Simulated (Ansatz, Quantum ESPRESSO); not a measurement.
# Complex bands of BAs, zinc blende type, lattice constant set to 4.747 Å, part 4 of 4

Wanted: the complex band structure of BAs, zinc blende type, lattice constant set to 4.747 Å, as for a tunnel barrier.

Quantum ESPRESSO 7.5; plane-wave DFT, LDA, GBRV ultrasoft pseudopotentials; cross-check by Ansatz 0.2.0 with PAW datasets.

So far. Step 2 (Ground state): The run needed 11 iterations to bring the estimated error under 1e-09 Ry. Step 5 (Complex bands with pwcond.x, with ikind = 1): The message: “do_cond (1): different cut-offs on left lead and scattering region”. ikind = 1 needs a scattering region, which this input doesn't give; ikind = 0 solves the crystal alone.

## (6) The same in Ansatz

As a check, the same structure is run in Ansatz.

Level of this step: plane-wave DFT, LDA, Ansatz PAW (Ansatz 0.2.0).

input.yaml

```yaml
crystal:
  lattice:
    - [3.3566358903, 0.0, 0.0]
    - [0.0, 3.3566358903, 0.0]
    - [0.0, 0.0, 4.747]
  atoms:
    - { symbol: B, position: [0.0, 0.0, 0.0] }
    - { symbol: As, position: [0.5, 0.0, 0.25] }
    - { symbol: B, position: [0.5, 0.5, 0.5] }
    - { symbol: As, position: [0.0, 0.5, 0.75] }
kpoints:
  mp_grid: { grid: [8, 8, 6] }
hamiltonian:
  xc: lda
scf:
  occupations: { method: fixed }
  convergence: { dr2_threshold: 1.0e-09 }
output:
  transmission:
    leads: [[0, 0]]
    kpoints: [[0, 0], [0.5, 0], [0.5, 0.5], [0.25, 0]]
    e_range: [-2.04, 4.93]
    de: 0.17
```

Command:

```sh
> ansatz run input.yaml --threads 2 --pin off --max-ram 4096MiB --backend cpu --events-out ev --progress --plain --runs-dir out
```

Numbers of over 12 decimals in the logs are rounded to 6 here.

The log of the run:

```text
Engine: ansatz 0.2.0, x86_64-unknown-linux-gnu
Pseudopotentials: kind: paw
Pseudopotential: B, paw, valence charge 3, recommended cutoff 420 eV (normal), B.paw.azcp
Pseudopotential: As, paw, valence charge 15, recommended cutoff 420 eV (normal), As.paw.azcp
Functional definition: SPW92
  exchange = slater_x
  correlation = pw_c
Crystal: 4 atoms, lattice volume = 53.484 Å³
Basis set: ecut = 420 eV, 1055 PW (Γ)
Bands: 22, of which v1, the nominal top of the filled ones, is band 18 counted from 1 (17 counted from 0)
Symmetry: 16 space group operations
Space group: F-43m (ITA 216), of the structure as read, at distance tolerance 3.8e-5 Å
k-points: 60 of 384 (time reversal used)
Non-local potential: B, projectors of the file, l = 0: 2, l = 1: 2, l = 2: 1
Non-local potential: As, projectors of the file, l = 0: 2, l = 1: 2, l = 2: 3, l = 3: 1
PAW form: soft (Blöchl's): semilocal exchange-correlation on the pseudo side does not see the compensation charge
PAW frozen core: B, regenerated for the run's functional, and the local potential with it (the file was generated under x = pbe(κ = 0.804, μ = 0.219515), c = pbe(β = 0.066725))
PAW frozen core: As, regenerated for the run's functional, and the local potential with it (the file was generated under x = pbe(κ = 0.804, μ = 0.219515), c = pbe(β = 0.066725))
PAW one-centre angular grid: B, 110 points (default); XC on 64 Gauss nodes
PAW one-centre angular grid: As, 590 points (default); XC on 64 Gauss nodes
Initial density: superposition of atomic densities (neutral atoms: chi_scale 0, normalization atom), corrected by the library's trained network
Initial wavefunctions: pseudopotential atomic-orbital guess
Functional: x = slater, c = lda
SCF iter   1: F=—  HF=-9847.063914 eV  |F-HF|=—  |Δ(HF+E_count)|=         —  Δρ=7.15e-3  dr2=2.70e-2  ethr=1.77e-3  ⟨swp⟩=4.3  Hψ=5169  notcnv=0  defer=87
preconditioner: auto → none  [insulator: Δε(μ)=1.113 eV  Ē_g=10.641 eV  n_scr=14 (ndim 8)  ℏωp=20.3 eV  f_vac=0.000  ε∞_Penn≈4.6]
SCF iter   2: F=—  HF=-9847.054938 eV  |F-HF|=—  |Δ(HF+E_count)|=   8.98e-3  Δρ=2.13e-3  dr2=1.26e-3  ethr=7.51e-5  ⟨swp⟩=2.1  Hψ=2221  notcnv=0  defer=118
SCF iter   3: F=—  HF=-9847.054358 eV  |F-HF|=—  |Δ(HF+E_count)|=   5.79e-4  Δρ=1.03e-3  dr2=2.39e-4  ethr=3.51e-6  ⟨swp⟩=2.0  Hψ=2520  notcnv=0  defer=120
SCF iter   4: F=—  HF=-9847.054316 eV  |F-HF|=—  |Δ(HF+E_count)|=   4.22e-5  Δρ=4.15e-4  dr2=3.54e-5  ethr=6.65e-7  ⟨swp⟩=2.0  Hψ=1791  notcnv=0  defer=73
SCF iter   5: F=—  HF=-9847.054304 eV  |F-HF|=—  |Δ(HF+E_count)|=   1.21e-5  Δρ=9.05e-5  dr2=1.70e-6  ethr=9.84e-8  ⟨swp⟩=2.6  Hψ=2346  notcnv=0  defer=14
SCF iter   6: F=—  HF=-9847.054304 eV  |F-HF|=—  |Δ(HF+E_count)|=   2.18e-7  Δρ=8.57e-6  dr2=1.45e-8  ethr=4.73e-9  ⟨swp⟩=2.1  Hψ=2314  notcnv=0
SCF iter   7: F=-9847.054304 eV  HF=-9847.054304 eV  |F-HF|=1.82e-12  |Δ(HF+E_count)|=   1.07e-9  Δρ=6.69e-7  dr2=9.10e-11  ethr=2.78e-12  ⟨swp⟩=4.4  Hψ=4596  notcnv=0
SCF 1 converged in 7 iterations: F = -9847.054304 eV  dr2 = 9.10e-11
  greatest PAW one-centre occupation: 0.999 electrons in one spin orbital (limit 2), on the As atom at site 3 (counted from 0), in its partial waves of l = 2
transmission: 6 of 24 steps passed
transmission: 12 of 24 steps passed
transmission: 18 of 24 steps passed
transmission: 24 of 24 steps passed
SCF converged after 7 iterations
Free energy (F): -9847.054304 eV
Harris-Foulkes:  -9847.054304 eV  (|F-HF|=1.82e-12)
Internal energy: -9847.054304 eV  (E = F + TS)
E sigma→0 (E₀):  -9847.054304 eV
Fermi energy:    11.143706 eV
--- Per-component energies (eV) ---
  E_band       = -423.344995
  E_kinetic    = 306.900217
  E_local      = -3372.862719  (includes V_loc(G=0)·N_el)
  E_nonlocal   = -1303.879753
  E_hartree    = 1870.370904
  E_xc         = -222.764728
  E_vxc        = -236.615384  (∫ρ·V_xc dr)
  E_paw        = -3655.697338  (= ΣΔE_a)
  E_vpaw       = 442.370906  (= ΣTr[D̂ρ^β])
  E_aug_tail   = 0.000018  (compensation charges beyond the density's cutoff)
  E_ewald      = -3473.363034
  E_core_change = 4.242129  (= ΣΔE_core)
  E_smearing   = -0.000000  (= −TS)
  E_closure    = 0.000000  (closes the sum)
  Σ components = -9847.054304   (vs F -9847.054304, Δ=0.00e0)
--- Band table (eV; the first three rows and the last of 60) ---
  k-point 0: bands = [... 14 lower, 6.9956, 11.1436, 11.1437, 11.1437, 12.4680, 12.5535, 14.4210, 14.4211]
  k-point 1: bands = [... 14 lower, 7.1552, 10.4375, 10.5071, 10.5071, 12.2623, 13.1540, 14.0234, 15.2234]
  k-point 2: bands = [... 14 lower, 7.6278, 8.8872, 9.4001, 9.4001, 12.3619, 13.3503, 14.2222, 16.8134]
  k-point 59: bands = [... 14 lower, 5.5316, 5.5316, 5.8330, 5.8330, 16.3497, 16.3497, 17.1030, 17.1030]
--- Transmission ---
  basis      : 97 plane waves across, 6 finite elements along
  points     : 4, as listed
  energies   : 42 from -2.040000 to 4.930000 eV about the Fermi level, 0.170000 eV apart; the leads are filled to 0.559299 eV, and channels, transmission and decay are at 0.510000 eV
  crystal 0  : As2B2, at the sites [0, 0], period 4.7470 Å: whole cells are its period
    offset         : up to 0.0000 Å between an atom of the period and one for which it stands
    channels       : 0.000000e0 a spin
    conductance    : none, the energies end too early or step too widely for 300 K: set another output.transmission.e_range or a lower de, or, where they end at an eighth of basis.ecutwfc, a higher one
    slowest decay  : 0.1581 /Å at (0.0000, 0.0000)
```

Wall time 4.7 s (2 threads of Intel Xeon 6975P-C (Granite Rapids), shared host); peak memory 0.43 GiB.

Read from the output:

| Item | Value |
| --- | --- |
| free energy | -9847.0543 eV |
| gap by band count | 1.119 eV |
| symmetry operations | 16 |
| slowest decay at the grid energy nearest mid-gap | 0.1581 Å⁻¹ |
| peak of the smallest κ at the zone centre | 0.1889 Å⁻¹ |
| peak of the smallest κ at (1/2, 0) | 0.2584 Å⁻¹ |
| peak of the smallest κ at (1/4, 0) | 0.2527 Å⁻¹ |
| valence top, on the run's zero | 11.14 eV |

K across = (0, 0) in the cell's reciprocal vectors; values within 0.0025 1/Å of each other count once, columns are sorted by size at each energy, a dash where no further value was kept. The Im kz of the slowest decaying states by energy, zero at the highest filled level of the SCF mesh:

```
energy (eV)  decay 1 (Å⁻¹)  decay 2 (Å⁻¹)  decay 3 (Å⁻¹)
      -2.04          0.944              -              -
      -1.87          0.918              -              -
      -1.53          0.864              -              -
      -1.36          0.836              -              -
      -1.02          0.777              -              -
      -0.85          0.746              -              -
      -0.68          0.713              -              -
      -0.34          0.642              -              -
      -0.17          0.604              -              -
       0.00        0.00374          0.563              -
       0.17         0.0980          0.101          0.519
       0.34          0.134          0.140          0.470
       0.68          0.176          0.192          0.353
       0.85          0.189          0.211          0.276
       1.02          0.164          0.198          0.227
       1.36         0.0215          0.209          0.253
       1.53          0.210          0.263              -
       1.87          0.207          0.280              -
       2.04          0.202          0.287              -
       2.21          0.194          0.293           1.49
       2.55          0.171          0.303           1.46
       2.72          0.154          0.307           1.45
       3.06          0.101          0.317           1.42
       3.23         0.0483          0.323           1.41
       3.57          0.141          0.338           1.38
       3.74          0.161          0.348           1.37
       3.91          0.169          0.358           1.36
       4.25          0.160          0.378           1.33
       4.42          0.146          0.386           1.32
       4.76         0.0843          0.399           1.29
       4.93          0.403           1.27              -
```

K across = (0, 0) in the cell's reciprocal vectors. Table of Re kz of states that move upwards by energy, zero at the highest filled level of the SCF mesh:

```
energy (eV)  channel 1 (Å⁻¹)  channel 2 (Å⁻¹)  channel 3 (Å⁻¹)  channel 4 (Å⁻¹)
      -2.04           -0.502           -0.502           -0.413                -
      -1.70           -0.432           -0.432           -0.369                -
      -1.36           -0.365           -0.365           -0.322                -
      -1.02           -0.298           -0.298           -0.272                -
      -0.68           -0.230           -0.230           -0.216                -
      -0.34           -0.153           -0.153           -0.148                -
       0.00                -                -                -                -
       0.34                -                -                -                -
       0.68                -                -                -                -
       1.02                -                -                -                -
       1.36            0.540                -                -                -
       1.87           -0.557            0.183                -                -
       2.21           -0.440            0.270                -                -
       2.55           -0.330            0.343                -                -
       2.89           -0.217            0.408                -                -
       3.23          -0.0667            0.467                -                -
       3.57            0.126            0.126            0.522                -
       3.91            0.192            0.192            0.574                -
       4.25            0.247            0.247            0.624                -
       4.59           -0.651            0.297            0.297                -
       4.93           -0.600           0.0502            0.344            0.344
```

K across = (1/2, 0) in the cell's reciprocal vectors; values within 0.0025 1/Å of each other count once, columns are sorted by size at each energy, a dash where no further value was kept. Table of Im kz of the slowest decaying states by energy, zero at the highest filled level of the SCF mesh:

```
energy (eV)  decay 1 (Å⁻¹)  decay 2 (Å⁻¹)  decay 3 (Å⁻¹)
      -2.04          0.219           1.29              -
      -1.87           1.27              -              -
      -1.53          0.127          0.459           1.23
      -1.36          0.155          0.522           1.21
      -1.02          0.194          0.592           1.16
      -0.85          0.208          0.614           1.14
      -0.68          0.220          0.630           1.12
      -0.34          0.239          0.650           1.08
      -0.17          0.245          0.655           1.05
       0.00          0.251          0.658           1.03
       0.17          0.254          0.660           1.01
       0.34          0.257          0.660          0.984
       0.68          0.258          0.655          0.934
       0.85          0.257          0.650          0.908
       1.02          0.254          0.645          0.882
       1.36          0.245          0.630          0.826
       1.53          0.237          0.621          0.797
       1.87          0.216          0.601          0.735
       2.04          0.201          0.589          0.702
       2.21          0.183          0.576          0.667
       2.55          0.125          0.547          0.589
       2.72         0.0684          0.530          0.545
       3.06          0.438          0.493              -
       3.23          0.366          0.473              -
       3.57         0.0780          0.425              -
       3.74          0.174          0.398              -
       3.91          0.199          0.368              -
       4.25          0.201          0.293              -
       4.42          0.186          0.245              -
       4.76         0.0625         0.0680              -
       4.93          0.203              -              -
```

K across = (1/2, 1/2) in the cell's reciprocal vectors; values within 0.0025 1/Å of each other count once, columns are sorted by size at each energy, a dash where no further value was kept. The Im kz of the slowest decaying states by energy, zero at the highest filled level of the SCF mesh:

```
energy (eV)  decay 1 (Å⁻¹)  decay 2 (Å⁻¹)
      -2.04          0.320          0.325
      -1.87          0.321          0.326
      -1.53          0.319          0.326
      -1.36          0.316          0.324
      -1.02          0.307          0.317
      -0.85          0.302          0.312
      -0.68          0.294          0.306
      -0.34          0.277          0.290
      -0.17          0.266          0.280
       0.00          0.254          0.269
       0.17          0.240          0.256
       0.34          0.225          0.241
       0.68          0.186          0.204
       0.85          0.161          0.181
       1.02          0.131          0.153
       1.36         0.0558              -
       1.53              -              -
       1.87              -              -
       2.04              -              -
       2.21              -              -
       2.55              -              -
       2.72              -              -
       3.06              -              -
       3.23              -              -
       3.57              -              -
       3.74              -              -
       3.91              -              -
       4.25              -              -
       4.42              -              -
       4.76              -              -
       4.93              -              -
```

K across = (1/4, 0) in the cell's reciprocal vectors; values within 0.0025 1/Å of each other count once, columns are sorted by size at each energy, a dash where no further value was kept. Table of Im kz of the slowest decaying states by energy, zero at the highest filled level of the SCF mesh:

```
energy (eV)  decay 1 (Å⁻¹)  decay 2 (Å⁻¹)  decay 3 (Å⁻¹)
      -2.04           1.05           1.42              -
      -1.70           1.01           1.38              -
      -1.36          0.958           1.35           1.47
      -1.02         0.0881          0.908           1.32
      -0.68          0.157          0.855           1.29
      -0.34          0.138          0.196          0.800
       0.00          0.222          0.238          0.740
       0.34          0.239          0.295          0.675
       0.68          0.249          0.333          0.604
       1.02          0.253          0.358          0.522
       1.36          0.251          0.373          0.423
       1.53          0.247          0.362          0.378
       1.87          0.185          0.236          0.381
       2.21          0.216          0.377          0.971
       2.55          0.184          0.363          0.931
       2.89          0.129          0.339          0.892
       3.23          0.300          0.835          0.853
       3.57          0.115          0.238          0.769
       3.91         0.0429          0.122          0.137
       4.25          0.113          0.122          0.620
       4.59          0.134          0.532          0.718
       4.93          0.136          0.426          0.690
```

## (7) The arithmetic

T falls as exp(−2κd). With κ = 0.163 1/Å, 10 Å of barrier pass exp(−2 × 0.163 × 10) = 0.039 of that channel, interfaces aside.

## (8) What came out

```yaml
gap_on_the_scf_mesh: 1.11 eV
smallest_kappa_at_mid_gap_among_the_four_k_points_at_the_zone_centre: 0.163 Å⁻¹
peak_of_the_smallest_kappa_in_the_stop_band_at_the_zone_centre: 0.189 Å⁻¹
peak_of_the_smallest_kappa_in_the_stop_band_at_1_over_2_0: 0.258 Å⁻¹
peak_of_the_smallest_kappa_in_the_stop_band_at_1_over_4_0: 0.253 Å⁻¹
energy_of_the_peak_at_the_zone_centre_over_the_highest_filled_level: 0.85 eV
peak_at_the_zone_centre_by_ansatz: 0.189 Å⁻¹
```

In words: With a gap of 1.11 eV on the mesh, the smallest κ at mid-gap among the four k points, at the zone centre is 0.163 Å⁻¹ (LDA, GBRV ultrasoft). For a barrier with the Fermi level at mid-gap the slowest state found, at the zone centre, loses a factor of ten in probability every 7.1 Å or so. Stop bands away from the zone centre are mostly wider than the gap, so their peaks can lie above the conduction bottom. At the zone centre pwcond's peak is 0.189 and Ansatz's 0.189 1/Å, 0 % apart. The cell is the a/√2 one, turned by 45°, with two primitive cells, so X along [001] folds onto kz = 0. A semilocal gap is too small, often by a third to a half and by more in narrow-gap crystals, so real barriers decay faster. Spin-orbit coupling is left out; depending on the atoms that carry the levels of interest, it can split and shift them by tens to hundreds of meV.

[Logs are printed without paths, hosts, clocks, repeated set-up lines and the standing remarks that a program may print on its own settings, such as how far it seeks lower states.]

[Hosts, paths, dates, database ids (printed as entryN), source tags and the programs' standing remarks are cut or masked in the printed files.]

[Maps of the electrostatic potential energy from Ansatz leave out the sawtooth potential of an applied field or a dipole correction, so their vacuum need not be flat; planar profiles and work functions include it.]
